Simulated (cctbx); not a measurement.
# Resonant diffraction in ZnFe4CoS8

Space group R3m (no. 160), a = 7.4220 Å, b = 7.4220 Å, c = 18.4610 Å, α = 90.00°, β = 90.00°, γ = 120.00°.

| atom | mult. | x | y | z | Ueq (Å²) |
| --- | --- | --- | --- | --- | --- |
| Zn1 | 3 | 2/3 | 1/3 | 0.3270 | 0.0072 |
| Co1 | 3 | 1/3 | 2/3 | 0.2907 | 0.0036 |
| Fe1 | 9 | 0.8289 | 0.6578 | 0.1689 | 0.0089 |
| Fe2 | 3 | 1/3 | 2/3 | 0.0412 | 0.0057 |
| S1 | 3 | 2/3 | 1/3 | 0.0926 | 0.0089 |
| S2 | 9 | 0.5134 | 0.0267 | 0.2387 | 0.0144 |
| S3 | 3 | 0 | 0 | 0.2430 | 0.0107 |
| S4 | 9 | 0.1611 | 0.3221 | 0.0860 | 0.0101 |

The model was made for the exercise: a known structure type with other elements put in, its volume estimated, not relaxed; displacement parameters are assumed.

Calculated with cctbx: free-atom f′ and f″ from the Sasaki tables, no fine structure; amplitudes in electrons.

How do |F(hkl)| and |F(−h−k−l)| change across the Co K edge?

```text
E (eV)    f'(Co)   f''           |F|1 0 4        |F|0 0 3        |F|0 1 2        |F|1 0 1
   7109   -2.30   0.55       81.2/  81.2     44.6/  43.1     31.8/  30.8     72.2/  73.1
   7459   -3.12   0.50      113.4/ 111.2     86.7/  67.1     45.0/  20.2     69.9/  82.1
   7589   -3.87   0.49      113.4/ 111.3     89.0/  71.6     46.9/  23.7     71.7/  83.2
   7649   -4.56   0.48      112.2/ 110.1     90.4/  74.3     48.7/  26.4     73.2/  84.4
   7679   -5.29   0.48      110.5/ 108.4     91.6/  76.5     50.6/  28.8     74.8/  85.7
   7694   -6.02   0.47      108.6/ 106.4     92.6/  78.5     52.6/  31.1     76.4/  87.1
   7701   -6.68   0.47      106.7/ 104.5     93.5/  80.2     54.4/  33.1     77.8/  88.4
   7705   -7.39   0.47      104.7/ 102.5     94.5/  82.0     56.3/  35.3     79.4/  89.8
   7713   -7.60   3.94      107.2/ 103.9     85.7/  89.0     53.5/  37.7     87.1/  82.8
   7717   -6.77   3.93      109.6/ 106.4     84.5/  87.1     51.1/  35.4     85.4/  81.0
   7724   -6.04   3.92      111.7/ 108.6     83.6/  85.6     49.0/  33.4     83.9/  79.4
   7739   -5.25   3.91      114.1/ 111.0     82.7/  84.1     46.8/  31.2     82.3/  77.8
   7769   -4.45   3.88      116.7/ 113.7     82.1/  82.7     44.5/  29.1     80.8/  76.2
   7859   -3.39   3.79      120.5/ 117.7     81.8/  81.5     41.7/  26.6     78.7/  74.2
   8109   -2.27   3.57      125.6/ 123.0     82.7/  81.7     38.9/  24.3     76.3/  72.1
```

The edge is at 7709 eV. f′ of Co falls from -3.9 e at 7589 eV to -7.4 e at 4 eV below it, and f″ steps from 0.47 to 3.93 e across it. Over that approach |F| changes by -8 % (1 0 4), +6 % (0 0 3), +20 % (0 1 2) and +11 % (1 0 1): a reflection falls where Co scatters in phase with the total and rises where it scatters against it; it hardly moves where the Co term is small or cancels by symmetry or lies in quadrature to the total. The f″ term interferes with the normal scattering with opposite sign for the two Friedel mates. The largest Friedel difference in the scan is 76.1 % of the mean (0 1 2, at 7459 eV).

[Logs are printed without paths, hosts, clocks, repeated set-up lines and the standing remarks that a program may print on its own settings, such as how far it seeks lower states.]
